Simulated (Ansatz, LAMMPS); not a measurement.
**Squeezing and shearing glassy 32SiO2-44B2O3-12CaO-12K2O (mol %) (128 atoms)**

Aim: relax glassy 32SiO2-44B2O3-12CaO-12K2O (mol %) (128 atoms), then change its volume and shape to read moduli from the stress.

Calculated with Ansatz 0.2.0; Kohn-Sham DFT, PBE, PAW (set soft_2), plane waves.

## (1) The starting structure

The cell holds 128 atoms: 11 Si, 30 B, 4 Ca, 8 K and 75 O. Its edges and angles: a = 11.820 Å, b = 11.820 Å, c = 11.820 Å, α = 90.0°, β = 90.0°, γ = 90.0°. 128 atoms (11 Si, 30 B, 4 Ca, 8 K, 75 O) placed at random at 2.23 g/cm³, melted at 3000 K for 20 ps at fixed volume with the Buckingham and Coulomb pair potential of Guillot and Sator (Geochim. Cosmochim. Acta 71, 1249 (2007)) with the boron terms of Wang et al. (J. Non-Cryst. Solids 498, 294 (2018)). Quenched from 3000 K to 300 K at 20 K/ps and fixed volume, held 10 ps at zero pressure.

Limits known from the start: The quench rate of 20 K/ps far exceeds what a furnace or splat quench reaches, so expect more defects and frozen-in strain than in a real sample. The starting topology of bonds comes from the classical model, and needn't be the one that DFT or experiment would give. Sampling is at Γ alone.

## (2) Single point at the start

A single point comes first, to see the forces before anything moves.

The input, input.yaml:

```yaml
crystal:
  lattice:
    - [11.82024, 0.0, 0.0]
    - [0.0, 11.82024, 0.0]
    - [0.0, 0.0, 11.82024]
  atoms:
    - { symbol: Si, position: [0.06574, 0.71823, 0.91833] }
    - { symbol: Si, position: [0.40414, 0.52811, 0.13625] }
    - { symbol: Si, position: [0.11749, 0.3384, 0.88301] }
    - { symbol: Si, position: [0.11944, 0.29848, 0.34495] }
    - { symbol: Si, position: [0.94264, 0.87064, 0.36019] }
    - { symbol: Si, position: [0.71453, 0.74278, 0.89742] }
    - { symbol: Si, position: [0.01468, 0.04547, 0.02302] }
    - { symbol: Si, position: [0.09553, 0.9841, 0.62098] }
    - { symbol: Si, position: [0.58275, 0.07329, 0.92669] }
    - { symbol: Si, position: [0.82032, 0.55909, 0.56782] }
    - { symbol: Si, position: [0.48405, 0.54721, 0.6297] }
    - { symbol: B, position: [0.27581, 0.4982, 0.55403] }
    - { symbol: B, position: [0.05844, 0.4805, 0.50569] }
    - { symbol: B, position: [0.69843, 0.04235, 0.35624] }
    - { symbol: B, position: [0.80864, 0.9612, 0.91509] }
    - { symbol: B, position: [0.74519, 0.26474, 0.40259] }
    - { symbol: B, position: [0.35935, 0.88349, 0.44088] }
    - { symbol: B, position: [0.64534, 0.3758, 0.5834] }
    - { symbol: B, position: [0.40605, 0.97093, 0.77711] }
    - { symbol: B, position: [0.87534, 0.9491, 0.69205] }
    - { symbol: B, position: [0.56656, 0.81605, 0.71075] }
    - { symbol: B, position: [0.16112, 0.78967, 0.35575] }
    - { symbol: B, position: [0.86598, 0.60227, 0.79011] }
    - { symbol: B, position: [0.38783, 0.07864, 0.56607] }
    - { symbol: B, position: [0.57564, 0.50336, 0.8561] }
    - { symbol: B, position: [0.75858, 0.71752, 0.3801] }
    - { symbol: B, position: [0.03594, 0.28256, 0.11854] }
    - { symbol: B, position: [0.86909, 0.38287, 0.24104] }
    - { symbol: B, position: [0.76612, 0.58229, 0.20278] }
    - { symbol: B, position: [0.14509, 0.11702, 0.82058] }
    - { symbol: B, position: [0.20454, 0.87696, 0.7731] }
    - { symbol: B, position: [0.23665, 0.53304, 0.93813] }
    [... 90 atom lines left out ...]
    - { symbol: O, position: [0.83147, 0.81081, 0.409] }
    - { symbol: O, position: [0.91034, 0.13809, 0.5246] }
    - { symbol: O, position: [0.20614, 0.43912, 0.87103] }
    - { symbol: O, position: [0.64928, 0.2878, 0.67504] }
    - { symbol: O, position: [0.06923, 0.33213, 0.0118] }
    - { symbol: O, position: [0.77996, 0.61847, 0.45221] }
kpoints:
  mp_grid: { grid: [1, 1, 1] }
hamiltonian:
  xc: pbe
scf:
  occupations: { method: fermi_dirac, width: 0.05 }
output:
  forces: true
```

Started as:

```console
ansatz run input.yaml --threads 4 --pin off --max-ram 8192MiB --backend cpu --events-out ev --progress --plain --runs-dir out
```

Log:

```text
[...]
Pseudopotentials: kind: paw
Pseudopotential: Si, paw, valence charge 4, recommended cutoff 420 eV (normal), Si.paw.azcp
Pseudopotential: B, paw, valence charge 3, recommended cutoff 420 eV (normal), B.paw.azcp
Pseudopotential: Ca, paw, valence charge 10, recommended cutoff 420 eV (normal), Ca.paw.azcp
Pseudopotential: K, paw, valence charge 9, recommended cutoff 420 eV (normal), K.paw.azcp
Pseudopotential: O, paw, valence charge 6, recommended cutoff 420 eV (normal), O.paw.azcp
[... 5 lines on functional and potentials left out ...]
Crystal: 128 atoms, lattice volume = 1651.501 Å³
Basis set: ecut = 420 eV, 32423 PW (Γ), exchange–correlation on 160×160×160 points (8 copies of the dense FFT grid, shifted against one another)
Bands: 476, of which v1, the nominal top of the filled ones, is band 348 counted from 1 (347 counted from 0)
Symmetry: 1 space group operations
Space group: P1 (ITA 1), of the structure as read, at distance tolerance 1.2e-4 Å
k-points: 1
[... 11 lines on functional and potentials left out ...]
Initial density: superposition of atomic densities (neutral atoms: chi_scale 0, normalization atom), corrected by the library's trained network
Initial wavefunctions: pseudopotential atomic-orbital guess
[...]
SCF iter   1: F=—  HF=-73916.164654 eV  |F-HF|=—  |Δ(HF+E_count)|=         —  Δρ=3.42e-3  dr2=3.44e-1  ethr=1.77e-3  ⟨swp⟩=8.0  Hψ=2498  notcnv=0  defer=60
preconditioner: auto → Resta (q_TF=auto, 2.362 Å⁻¹)  ε∞=3.2  [insulator: Δε(μ)=2.214 eV  Ē_g=15.866 eV  σ=0.050 eV  W_gap=1.00  n_scr=364 (ndim 8)  ℏωp=23.7 eV  f_vac=0.166  D(μ)=0.00/eV (n_scr^D=0)  ε∞_Penn≈3.2]
SCF iter   2: F=—  HF=-73916.115390 eV  |F-HF|=—  |Δ(HF+E_count)|=   4.93e-2  Δρ=2.07e-3  dr2=9.12e-2  ethr=4.94e-5  ⟨swp⟩=3.0  Hψ=887  notcnv=0  defer=116
SCF iter   3: F=—  HF=-73916.103957 eV  |F-HF|=—  |Δ(HF+E_count)|=   1.14e-2  Δρ=9.32e-4  dr2=3.29e-2  ethr=1.31e-5  ⟨swp⟩=3.0  Hψ=613  notcnv=0  defer=43
automatic band count: iteration 3 solves 403 bands in place of 476: the levels show a gap, and the empty bands left out lie too high to hold charge; the band table lists the bands solved (type scf.n_extra_bands for more)
SCF iter   4: F=—  HF=-73916.097537 eV  |F-HF|=—  |Δ(HF+E_count)|=   6.42e-3  Δρ=4.45e-4  dr2=3.86e-3  ethr=4.73e-6  ⟨swp⟩=3.0  Hψ=613  notcnv=0  defer=43
SCF iter   5: F=—  HF=-73916.097075 eV  |F-HF|=—  |Δ(HF+E_count)|=   4.63e-4  Δρ=2.10e-4  dr2=7.83e-4  ethr=5.55e-7  ⟨swp⟩=3.0  Hψ=720  notcnv=0  defer=48
[...]
SCF iter  10: F=—  HF=-73916.096853 eV  |F-HF|=—  |Δ(HF+E_count)|=   2.07e-7  Δρ=3.31e-6  dr2=1.59e-7  ethr=1.44e-11  ⟨swp⟩=5.0  Hψ=1388  notcnv=0
SCF iter  11: F=-73916.096853 eV  HF=-73916.096853 eV  |F-HF|=6.08e-9  |Δ(HF+E_count)|=   1.44e-8  Δρ=6.80e-7  dr2=8.15e-9  ethr=1.44e-11  ⟨swp⟩=5.0  Hψ=1342  notcnv=0
SCF 1 converged in 11 iterations: F = -73916.096853 eV  dr2 = 8.15e-9
[...]
SCF converged after 11 iterations
Free energy (F): -73916.096853 eV
Harris-Foulkes:  -73916.096853 eV  (|F-HF|=6.08e-9)
Internal energy: -73916.096853 eV  (E = F + TS)
E sigma→0 (E₀):  -73916.096853 eV
Entropy (-TS):   -0.000000 eV (-0.000 meV/atom)
Fermi energy:    5.777677 eV
--- Per-component energies (eV) ---
[...]
Σ components = -73916.096853   (vs F -73916.096853, Δ=0.00e0)
--- Forces (eV/Å), atoms counted from 1 ---
  atom   1  Si    -1.16911125     0.33592432    -0.52106769
  atom   2  Si    -0.41340586    -0.66147897    -0.64715537
  atom   3  Si    -2.07845486    -1.81984202     0.73537475
  atom   4  Si    -2.64822716    -1.45023311     1.66021009
[...]
atom 128  O     -0.13743235     0.24511099    -0.61754662
  max |Σ_I F_I| component: 4.49e-5 eV/Å
```

It took 9.7 s on 4 threads of AMD EPYC 9R45, shared host; peak memory 2.4 GiB; 37 s of CPU time.

The r.m.s. force at the start is 1.0 eV/Å.

## (3) Cell and atoms relaxed

The cell is relaxed with the atoms, since the starting lattice needn't suit this functional.

The input, input.yaml:

```yaml
crystal:
  lattice:
    - [11.82024, 0.0, 0.0]
    - [0.0, 11.82024, 0.0]
    - [0.0, 0.0, 11.82024]
  atoms:
    [... the 128 atom lines of step 2 ...]
kpoints:
  mp_grid: { grid: [1, 1, 1] }
hamiltonian:
  xc: pbe
scf:
  occupations: { method: fermi_dirac, width: 0.05 }
output:
  forces: true
relax:
  f_tol: 0.05
  max_steps: 150
  cell: {}
```

Log:

```text
[...]
Crystal: 128 atoms, lattice volume = 1651.501 Å³
Basis set: ecut = 420 eV, 32423 PW (Γ), exchange–correlation on 160×160×160 points (8 copies of the dense FFT grid, shifted against one another)
Bands: 476, of which v1, the nominal top of the filled ones, is band 348 counted from 1 (347 counted from 0)
Symmetry: 1 space group operations
[...]
k-points: 1
[...]
SCF iter   1: F=—  HF=-73916.164654 eV  |F-HF|=—  |Δ(HF+E_count)|=         —  Δρ=3.42e-3  dr2=3.44e-1  ethr=1.77e-3  ⟨swp⟩=8.0  Hψ=2498  notcnv=0  defer=60
[...]
SCF iter  10: F=—  HF=-73916.096853 eV  |F-HF|=—  |Δ(HF+E_count)|=   2.05e-7  Δρ=3.29e-6  dr2=1.57e-7  ethr=1.44e-11  ⟨swp⟩=5.0  Hψ=1425  notcnv=0
SCF iter  11: F=-73916.096853 eV  HF=-73916.096853 eV  |F-HF|=6.32e-9  |Δ(HF+E_count)|=   1.51e-8  Δρ=6.69e-7  dr2=7.92e-9  ethr=1.44e-11  ⟨swp⟩=4.0  Hψ=1414  notcnv=0
SCF 1 converged in 11 iterations: F = -73916.096853 eV  dr2 = 7.92e-9
[...]
relax step   1: F+E_penalty+E_count = -73916.09685270 eV  Δ(F+E_penalty+E_count) = +0.000e0 eV  max|allowed force component| = 3.338e0 eV/Å  Δτ_max = 0.0000 Å  P = -3.440 GPa  Ω = 1651.501 Å³  (11 SCF iters, dr2 threshold 1.00e-7 eV, accepted)
[... from here on, the SCF cycles and remarks between the steps are left out ...]
relax step   2: F+E_penalty+E_count = -73921.87646712 eV  Δ(F+E_penalty+E_count) = -5.780e0 eV  max|allowed force component| = 2.391e0 eV/Å  Δτ_max = 0.1950 Å  P = -1.265 GPa  Ω = 1619.572 Å³  energy of the carried Pulay correction = +1.087e-1 eV  (8 SCF iters, dr2 threshold 1.28e-5 eV, accepted)
relax step   3: F+E_penalty+E_count = -73924.59444254 eV  Δ(F+E_penalty+E_count) = -2.718e0 eV  max|allowed force component| = 1.192e0 eV/Å  Δτ_max = 0.1946 Å  P = +0.517 GPa  Ω = 1596.328 Å³  energy of the carried Pulay correction = +1.892e-1 eV  (7 SCF iters, dr2 threshold 1.28e-5 eV, accepted)
relax step   4: F+E_penalty+E_count = -73925.55273580 eV  Δ(F+E_penalty+E_count) = -9.583e-1 eV  max|allowed force component| = 6.247e-1 eV/Å  Δτ_max = 0.1949 Å  P = +0.161 GPa  Ω = 1599.644 Å³  energy of the carried Pulay correction = +1.776e-1 eV  (7 SCF iters, dr2 threshold 1.28e-5 eV, accepted)
relax step   5: F+E_penalty+E_count = -73926.05853808 eV  Δ(F+E_penalty+E_count) = -5.058e-1 eV  max|allowed force component| = 5.409e-1 eV/Å  Δτ_max = 0.2000 Å  P = +0.117 GPa  Ω = 1602.022 Å³  energy of the carried Pulay correction = +1.694e-1 eV  (7 SCF iters, dr2 threshold 1.28e-5 eV, accepted)
relax step   6: F+E_penalty+E_count = -73926.44876400 eV  Δ(F+E_penalty+E_count) = -3.902e-1 eV  max|allowed force component| = 3.700e-1 eV/Å  Δτ_max = 0.1950 Å  P = -0.075 GPa  Ω = 1604.521 Å³  energy of the carried Pulay correction = +1.607e-1 eV  (7 SCF iters, dr2 threshold 1.28e-5 eV, accepted)
relax step   7: F+E_penalty+E_count = -73926.76679677 eV  Δ(F+E_penalty+E_count) = -3.180e-1 eV  max|allowed force component| = 2.958e-1 eV/Å  Δτ_max = 0.2000 Å  P = -0.082 GPa  Ω = 1605.818 Å³  energy of the carried Pulay correction = +1.562e-1 eV  (7 SCF iters, dr2 threshold 8.56e-6 eV, accepted)
relax step   8: F+E_penalty+E_count = -73926.98326084 eV  Δ(F+E_penalty+E_count) = -2.165e-1 eV  max|allowed force component| = 3.866e-1 eV/Å  Δτ_max = 0.1979 Å  P = -0.199 GPa  Ω = 1606.903 Å³  energy of the carried Pulay correction = +1.524e-1 eV  (7 SCF iters, dr2 threshold 5.47e-6 eV, accepted)
relax step   9: F+E_penalty+E_count = -73927.15677343 eV  Δ(F+E_penalty+E_count) = -1.735e-1 eV  max|allowed force component| = 4.233e-1 eV/Å  Δτ_max = 0.1914 Å  P = -0.006 GPa  Ω = 1604.043 Å³  energy of the carried Pulay correction = +1.623e-1 eV  (7 SCF iters, dr2 threshold 9.34e-6 eV, accepted)
relax step  10: F+E_penalty+E_count = -73927.32020491 eV  Δ(F+E_penalty+E_count) = -1.634e-1 eV  max|allowed force component| = 4.674e-1 eV/Å  Δτ_max = 0.1958 Å  P = +0.002 GPa  Ω = 1602.913 Å³  energy of the carried Pulay correction = +1.663e-1 eV  (7 SCF iters, dr2 threshold 1.12e-5 eV, accepted)
relax step  11: F+E_penalty+E_count = -73927.49074268 eV  Δ(F+E_penalty+E_count) = -1.705e-1 eV  max|allowed force component| = 4.595e-1 eV/Å  Δτ_max = 0.1956 Å  P = -0.046 GPa  Ω = 1602.145 Å³  energy of the carried Pulay correction = +1.689e-1 eV  (7 SCF iters, dr2 threshold 1.28e-5 eV, accepted)
relax step  12: F+E_penalty+E_count = -73927.67297446 eV  Δ(F+E_penalty+E_count) = -1.822e-1 eV  max|allowed force component| = 3.503e-1 eV/Å  Δτ_max = 0.1916 Å  P = -0.101 GPa  Ω = 1600.992 Å³  energy of the carried Pulay correction = +1.729e-1 eV  (7 SCF iters, dr2 threshold 1.28e-5 eV, accepted)
relax step  13: F+E_penalty+E_count = -73927.84710592 eV  Δ(F+E_penalty+E_count) = -1.741e-1 eV  max|allowed force component| = 3.242e-1 eV/Å  Δτ_max = 0.1952 Å  P = -0.147 GPa  Ω = 1599.168 Å³  energy of the carried Pulay correction = +1.793e-1 eV  (7 SCF iters, dr2 threshold 7.67e-6 eV, accepted)
[...]
relax step  23: F+E_penalty+E_count = -73928.48881470 eV  Δ(F+E_penalty+E_count) = -5.910e-2 eV  max|allowed force component| = 1.645e-1 eV/Å  Δτ_max = 0.1965 Å  P = -0.007 GPa  Ω = 1604.450 Å³  energy of the carried Pulay correction = +1.609e-1 eV  (7 SCF iters, dr2 threshold 2.50e-6 eV, accepted)
relax step  24: F+E_penalty+E_count = -73928.51739932 eV  Δ(F+E_penalty+E_count) = -2.858e-2 eV  max|allowed force component| = 2.692e-1 eV/Å  Δτ_max = 0.2000 Å  P = +0.040 GPa  Ω = 1603.722 Å³  energy of the carried Pulay correction = +1.635e-1 eV  (8 SCF iters, dr2 threshold 1.69e-6 eV, accepted)
relax step  25: F+E_penalty+E_count = -73928.55735642 eV  Δ(F+E_penalty+E_count) = -3.996e-2 eV  max|allowed force component| = 2.556e-1 eV/Å  Δτ_max = 0.1929 Å  P = -0.010 GPa  Ω = 1604.611 Å³  energy of the carried Pulay correction = +1.604e-1 eV  (7 SCF iters, dr2 threshold 4.53e-6 eV, accepted)
[...]
relax step  31: F+E_penalty+E_count = -73928.71578491 eV  Δ(F+E_penalty+E_count) = -1.869e-2 eV  max|allowed force component| = 1.080e-1 eV/Å  Δτ_max = 0.1950 Å  P = +0.006 GPa  Ω = 1598.892 Å³  energy of the carried Pulay correction = +1.802e-1 eV  (8 SCF iters, dr2 threshold 7.63e-7 eV, accepted)
relax step  32: F+E_penalty+E_count = -73928.72694020 eV  Δ(F+E_penalty+E_count) = -1.116e-2 eV  max|allowed force component| = 9.958e-2 eV/Å  Δτ_max = 0.1867 Å  P = +0.009 GPa  Ω = 1598.719 Å³  energy of the carried Pulay correction = +1.808e-1 eV  (8 SCF iters, dr2 threshold 7.28e-7 eV, accepted)
relax step  33: F+E_penalty+E_count = -73928.73093878 eV  Δ(F+E_penalty+E_count) = -3.999e-3 eV  max|allowed force component| = 1.093e-1 eV/Å  Δτ_max = 0.0771 Å  P = +0.010 GPa  Ω = 1599.270 Å³  energy of the carried Pulay correction = +1.789e-1 eV  (7 SCF iters, dr2 threshold 6.20e-7 eV, accepted)
relax step  34: F+E_penalty+E_count = -73928.74054158 eV  Δ(F+E_penalty+E_count) = -9.603e-3 eV  max|allowed force component| = 6.700e-2 eV/Å  Δτ_max = 0.0421 Å  P = -0.009 GPa  Ω = 1599.709 Å³  energy of the carried Pulay correction = +1.774e-1 eV  (7 SCF iters, dr2 threshold 7.47e-7 eV, accepted)
relax step  35: F+E_penalty+E_count = -73928.68285065 eV  Δ(F+E_penalty+E_count) = +5.769e-2 eV  max|allowed force component| = 2.797e-1 eV/Å  Δτ_max = 0.2000 Å  P = +0.025 GPa  Ω = 1597.792 Å³  energy of the carried Pulay correction = +1.841e-1 eV  (9 SCF iters, dr2 threshold 2.81e-7 eV, rejected (line search))
relax step  36: F+E_penalty+E_count = -73928.75847828 eV  Δ(F+E_penalty+E_count) = -1.794e-2 eV  max|allowed force component| = 5.476e-2 eV/Å  Δτ_max = 0.0975 Å  P = +0.021 GPa  Ω = 1598.991 Å³  energy of the carried Pulay correction = +1.799e-1 eV  (12 SCF iters, accepted)
relax step  37: F+E_penalty+E_count = -73928.75974097 eV  Δ(F+E_penalty+E_count) = -1.263e-3 eV  max|allowed force component| = 1.200e-1 eV/Å  Δτ_max = 0.0972 Å  P = -0.014 GPa  Ω = 1599.259 Å³  energy of the carried Pulay correction = +1.790e-1 eV  (8 SCF iters, dr2 threshold 1.87e-7 eV, accepted)
relax step  38: F+E_penalty+E_count = -73928.76276750 eV  Δ(F+E_penalty+E_count) = -3.027e-3 eV  max|allowed force component| = 4.681e-2 eV/Å  Δτ_max = 0.0140 Å  P = -0.017 GPa  Ω = 1599.368 Å³  energy of the carried Pulay correction = +1.786e-1 eV  (6 SCF iters, dr2 threshold 9.01e-7 eV, accepted)
relax step  39: F+E_penalty+E_count = -73928.62035645 eV  Δ(F+E_penalty+E_count) = +1.424e-1 eV  max|allowed force component| = 4.651e-2 eV/Å  Δτ_max = 0.0000 Å  P = -0.173 GPa  Ω = 1599.368 Å³  stress off target by 2.86e-1 GPa  SCF on the basis re-selected at this cell (its energy is not comparable with the rows above)  (7 SCF iters)
relax step  40: F+E_penalty+E_count = -73928.65755165 eV  Δ(F+E_penalty+E_count) = -3.720e-2 eV  max|allowed force component| = 6.683e-2 eV/Å  Δτ_max = 0.0637 Å  P = +0.163 GPa  Ω = 1590.045 Å³  energy of the carried Pulay correction = +3.273e-2 eV  (8 SCF iters, dr2 threshold 2.04e-7 eV, accepted)
relax step  41: F+E_penalty+E_count = -73928.65063215 eV  Δ(F+E_penalty+E_count) = +6.919e-3 eV  max|allowed force component| = 3.496e-2 eV/Å  Δτ_max = 0.0286 Å  P = +0.027 GPa  Ω = 1593.349 Å³  energy of the carried Pulay correction = +2.113e-2 eV  (7 SCF iters, dr2 threshold 2.79e-7 eV, accepted)
relax step  42: F+E_penalty+E_count = -73928.62096129 eV  Δ(F+E_penalty+E_count) = +2.967e-2 eV  max|allowed force component| = 3.492e-2 eV/Å  Δτ_max = 0.0000 Å  P = +0.011 GPa  Ω = 1593.349 Å³  stress off target by 1.94e-2 GPa  SCF on the basis re-selected at this cell (its energy is not comparable with the rows above)  (6 SCF iters)
[...]
SCF converged after 6 iterations
Free energy (F): -73928.620961 eV
[...]
Internal energy: -73928.620961 eV  (E = F + TS)
E sigma→0 (E₀):  -73928.620961 eV
Fermi energy:    5.906047 eV
[...]
Σ components = -73928.620961   (vs F -73928.620961, Δ=0.00e0)
--- Forces (eV/Å), atoms counted from 1 ---
  atom   1  Si    -0.01824069     0.01964332     0.01491430
  atom   2  Si     0.00207524     0.00218179     0.00742997
  atom   3  Si    -0.01535101     0.01218357     0.01229474
  atom   4  Si     0.00717293     0.00797615     0.00589041
[...]
atom 128  O     -0.00257319     0.00118285     0.00657641
  max |Σ_I F_I| component: 1.55e-5 eV/Å
--- Stress (GPa, compression-positive) ---
        0.016089       0.003391       0.005452
        0.003387       0.012620      -0.001054
        0.005436      -0.001050       0.004816
  P = ⅓ Tr σ = 0.0112 GPa (0.112 kbar)
--- Relaxed structure (40 steps of the walk, 39 accepted, 2 SCFs on fresh bases) ---
  F+E_penalty+E_count = -73928.62096129 eV   max|allowed force component| = 3.492e-2 eV/Å   (the final SCF, on the basis selected at the relaxed cell)
  cell:  # Å, volume = 1593.3485 Å³
    - [11.579672, -0.043288, 0.00625745]
    - [-0.043288, 11.976502, 0.099313]
    - [0.00625745, 0.099313, 11.490044]
  atoms:
    - { symbol: Si, position: [0.079669, 0.722720, 0.928684] }
    - { symbol: Si, position: [0.393489, 0.525023, 0.132563] }
    - { symbol: Si, position: [0.079596, 0.341092, 0.894601] }
    - { symbol: Si, position: [0.124568, 0.264335, 0.343571] }
[...]
- { symbol: O, position: [0.765566, 0.601004, 0.457991] }
```

The job ended after 5.9 min (4 threads; peak memory 2.5 GiB; 22 min of CPU time).

The relaxation converged after 40 steps, with a largest force component of 0.035 eV/Å.

(Part 1 of 4 ends here.)

[Long decimals in the printed logs are rounded to 6 places.]

[Logs are printed without paths, hosts, clocks, repeated set-up lines and the standing remarks that a program may print on its own settings, such as how far it seeks lower states.]

[Hosts, paths, dates, database ids (printed as entryN), source tags and the programs' standing remarks are cut or masked in the printed files.]
